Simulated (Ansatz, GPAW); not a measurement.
# Work function of a 7-layer slab of K(100) at several levels, part 2 of 2

How far do functional and basis move the work function of a 7-layer slab of K(100)?

GPAW 26.7.0 and Ansatz 0.2.0; Ansatz plane waves; slab in vacuum with a dipole correction, relaxation (the session's first sound run).

So far, upper work function (eV): step 2 (relaxation, PBE) 2.26; step 5 (self-consistent run: xc = "LDA") 2.38; step 6 (self-consistent run: xc = "vdW-DF2", GPAW, PAW setups, GPAW) 2.58; step 7 (real-space grid: mode = "fd", PBE, GPAW) 2.26; step 8 (atomic orbitals: mode = "lcao", PBE, GPAW) 2.26.

## 10. A second plane-wave code

A second program with its own datasets checks the number independently.

This step: Ansatz plane waves; slab in vacuum with a dipole correction (Ansatz 0.2.0).

Input file input.yaml:

```yaml
crystal:
  lattice:
    - [5.23, 0.0, 0.0]
    - [0.0, 5.23, 0.0]
    - [0.0, 0.0, 33.69]
  atoms:
    - { symbol: K, position: [0.0, 0.0, 0.267141585] }
    - { symbol: K, position: [0.5, 0.5, 0.3447610567] }
    - { symbol: K, position: [0.0, 0.0, 0.4223805283] }
    - { symbol: K, position: [0.5, 0.5, 0.5027388319] }
    - { symbol: K, position: [0.0, 0.0, 0.5828679881] }
    - { symbol: K, position: [0.5, 0.5, 0.6616016608] }
    - { symbol: K, position: [0.0, 0.0, 0.743062053] }
kpoints:
  mp_grid: { grid: [6, 6, 1] }
hamiltonian:
  xc: pbe
scf:
  occupations: { method: fermi_dirac, width: 0.1 }
efield:
  axis: 3
  dipole_correction: true
  ramp_width: 0.05
output:
  forces: true
  write_potential: true
  write_density: true
  volumetric_format: npy
  elf: true
```

The run is started by

```console
$ ansatz run input.yaml --threads 4 --pin off --max-ram 8192MiB --backend cpu --events-out ev --progress --plain --runs-dir out
```

The job ended after 6.1 s (4 threads of AMD EPYC 9R14 (Zen 4), shared host; peak memory 1.2 GiB; 23 s of CPU time).

Numbers from this step:

```yaml
upper_work_function: 2.262 eV
lower_work_function: 2.266 eV
dipole_along_the_normal: 5.96e-4 e·Å
dipole_field: 1.17e-4 V/Å
vacuum_level_below: 2.290 eV
```

The electrostatic potential energy of an electron (with the applied field's), less the Fermi level, planar mean oscillates, so the rows of the table below give means over windows of 2.67 Å about each position, cut where the curve ends. Its maxima inside the range that stand out by 2 % of the span (Å: eV): 10.4: 0.914, 12.9: 0.912, 15.6: 1.04, 18.2: 1.02, 20.9: 0.955, 23.6: 1.10. Its minima: 9.0: -2.80, 11.7: -2.63, 14.2: -2.61, 17.0: -2.65, 19.7: -2.62, 22.3: -2.62, 25.0: -2.78.

Table of electrostatic potential energy of an electron (with the applied field's), less the Fermi level, planar mean by z; means over each step:

z (Å), electrostatic potential energy of an electron (with the applied field's), less the Fermi level, planar mean (eV) and a bar from the least value:
```
     1.33       2.27 ##############################
     4.00       2.26 ##############################
     6.67       1.89 ##########################
     9.34      -0.72 
    12.02      -0.65 #
    14.68      -0.59 #
    17.36      -0.61 #
    20.02      -0.62 #
    22.70      -0.57 ##
    25.37      -0.57 #
    28.04       2.12 #############################
    30.70       2.26 ##############################
    33.38       2.26 ##############################
```

The valence density, planar mean oscillates, so the rows of the table below give means over windows of 2.67 Å about each position, cut where the curve ends. Its maxima inside the range that stand out by 2 % of the span (Å: e/Å³): 9.0: 0.265, 11.7: 0.266, 14.2: 0.266, 17.0: 0.265, 19.7: 0.267, 22.3: 0.266, 25.0: 0.264. Its minima: 10.2: 0.0259, 12.9: 0.0244, 15.6: 0.0224, 18.2: 0.0227, 20.9: 0.0237, 23.7: 0.0228.

Valence density, planar mean against z; means over each step:

| z (Å) | valence density, planar mean (e/Å³) |
| --- | --- |
| 1.33 | 1.4e-6 |
| 4.00 | 9.3e-5 |
| 6.67 | 0.00489 |
| 9.34 | 0.123 |
| 12.02 | 0.124 |
| 14.68 | 0.123 |
| 17.36 | 0.123 |
| 20.02 | 0.123 |
| 22.70 | 0.123 |
| 25.37 | 0.118 |
| 28.04 | 0.00158 |
| 30.70 | 3.3e-5 |
| 33.38 | 7.8e-7 |

Valence density in the ca plane at fractional y = 0.000, with atoms of K within 0.2 Å of it. It is the smooth field of the valence electrons, not physical close to the nuclei.

Values in e/Å³, 8 rows by 16 columns, each cell a mean:
```
2.8 0.3 0.0 0.0 0.1 2.5 1.3 0.0 0.0 0.0 1.3 2.5 0.2 0.0 0.0 0.0
0.4 0.1 0.0 0.0 0.0 0.3 0.2 0.0 0.0 0.0 0.2 0.3 0.0 0.0 0.0 0.0
0.0 0.0 0.0 0.0 0.0 0.0 0.0 0.0 0.0 0.0 0.0 0.0 0.0 0.0 0.0 0.0
0.0 0.0 0.0 0.0 0.0 0.0 0.0 0.0 0.0 0.0 0.0 0.0 0.0 0.0 0.0 0.0
0.0 0.0 0.0 0.0 0.0 0.0 0.0 0.0 0.0 0.0 0.0 0.0 0.0 0.0 0.0 0.0
0.0 0.0 0.0 0.0 0.0 0.0 0.0 0.0 0.0 0.0 0.0 0.0 0.0 0.0 0.0 0.0
0.8 0.1 0.0 0.0 0.1 0.7 0.4 0.0 0.0 0.0 0.4 0.8 0.1 0.0 0.0 0.0
3.5 0.4 0.0 0.0 0.2 3.1 1.7 0.0 0.0 0.0 1.6 3.1 0.2 0.0 0.0 0.0
```
Columns run along c (16.0 Å, from fractional 0.42 to 0.89 of the cell), rows up along a (5.2 Å). Atoms in or near the plane, at fractional coordinates: K at (0.42, 0.00), K at (0.58, 0.00), K at (0.74, 0.00).

ELF in the ca plane at fractional y = 0.000, with atoms of K within 0.2 Å of it. It is the smooth field of the valence electrons, not physical close to the nuclei.

Ten even steps from '0' (0.01) to '9' (0.87), each cell a mean:
```
88982014541038988982014541038989982000111000
99951014541016999951014541016999951001111000
66410035553001466410035553002576410001211000
11000245554200011000245555200011000012210000
00012455555421000012455555531000001222210000
22345555555554322345555556665432233433210000
55555555455555555555554456677666555543110000
44455555555555444455555556666554445443110000
11124555555532111124555556643211112332210000
00001355555310000001345555410000000122210000
33200135553100233200135554100233200011210000
99730024542003799730025552004899730001211000
99972014541027999971014541028999972000111000
77983013531038977982014531039978983000111000
```
Columns run along c (16.0 Å, from fractional 0.42 to 0.89 of the cell), rows up along a (5.2 Å). Atoms in or near the plane, at fractional coordinates: K at (0.42, 0.00), K at (0.58, 0.00), K at (0.74, 0.00).

Electrostatic potential energy in the ca plane at fractional y = 0.000, with atoms of K within 0.2 Å of it. With pseudopotentials it is smooth inside the atoms' cores, unlike the true potential.

Ten even steps from '0' (-43 eV) to '9' (2 eV), each cell a mean:
```
00168999999986100268999999985100278999999999
22589999999998522589999999997423589999999999
77899999999999877899999999998877899999999999
99999999999999999999999999999999999999999999
99999999999999999999999999999999999999999999
99999999999999999999999999999999999999999999
99999999999999999999999999999999999999999999
99999999999999999999999999999999999999999999
99999999999999999999999999999999999999999999
99999999999999999999999999999999999999999999
88899999999999888899999999999888899999999999
55789999999998755789999999998655789999999999
00378999999987300379999999986200378999999999
00168999999985100168999999985000168999999999
```
Columns run along c (16.0 Å, from fractional 0.42 to 0.89 of the cell; values clipped at the 3rd and 97th percentile), rows up along a (5.2 Å). Atoms in or near the plane, at fractional coordinates: K at (0.42, 0.00), K at (0.58, 0.00), K at (0.74, 0.00).

The upper face's work function is 2.262 eV, against 2.263 eV in the first plane-wave PBE run at this geometry.

## 11. Side by side

Results and costs are gathered.

This step: comparison of work functions, dipole and cost (GPAW 26.7.0).

Ladder, by row:

| step | code | work function, upper (eV) | work function, lower (eV) | dipole (e Å) | wall time (s) | peak memory (GiB) | threads |
| --- | --- | --- | --- | --- | --- | --- | --- |
| pw | GPAW | 2.263 | 2.268 | 7.10e-4 | 143.7 | 0.48 | 1 |
| optPBE-vdW | GPAW | 2.421 | 2.427 | 8.77e-4 | 205.1 | 0.96 | 1 |
| LDA | GPAW | 2.383 | 2.386 | 5.14e-4 | 136.8 | 0.48 | 1 |
| vdW-DF2 | GPAW | 2.577 | 2.577 | -1.15e-4 | 273.8 | 0.96 | 1 |
| fd | GPAW | 2.26 | 2.265 | 7.16e-4 | 988.1 | 2.08 | 1 |
| lcao | GPAW | 2.257 | 2.26 | 4.06e-4 | 756.3 | 0.8 | 1 |
| ansatz | Ansatz | 2.262 | 2.266 | 5.96e-4 | 6.1 | 1.235 | 4 |

## 12. Outcome

| Quantity | Value |
| --- | --- |
| work function, both faces | 2.26 eV |
| dipole along the normal | 7.1e-4 e Å |

In words: With plane waves and PBE the work function is 2.26 eV on the upper face and 2.27 eV on the lower. The measured value for polycrystalline K, which weights the faces of low work function, is 2.29 eV (as compiled in "Anisotropic work function of elemental crystals", 2019, arxiv:1902.07811); the relaxed upper face lies 0.027 eV under it with PBE, and PBE comes nearest (2.26 eV). Measured work functions scatter by a tenth of an eV or more between methods. Over the sound runs of the table the upper face's work function spans 2.257 (lcao) to 2.577 eV (vdW-DF2). The two plane-wave codes differ by 0.0013 eV on the upper face. The small printed dipole stands for a step of -4.7 meV from the lower to the upper face, and the probes find -4.8 meV; values this small are near the numerical noise of both. The in-plane lattice was kept as typed, which isn't the functional's own and leaves some strain; spin-orbit coupling and temperature are left out.

[Logs are printed without paths, hosts, clocks, repeated set-up lines and the standing remarks that a program may print on its own settings, such as how far it seeks lower states.]

[Hosts, paths, dates, database ids (printed as entryN), source tags and the programs' standing remarks are cut or masked in the printed files.]
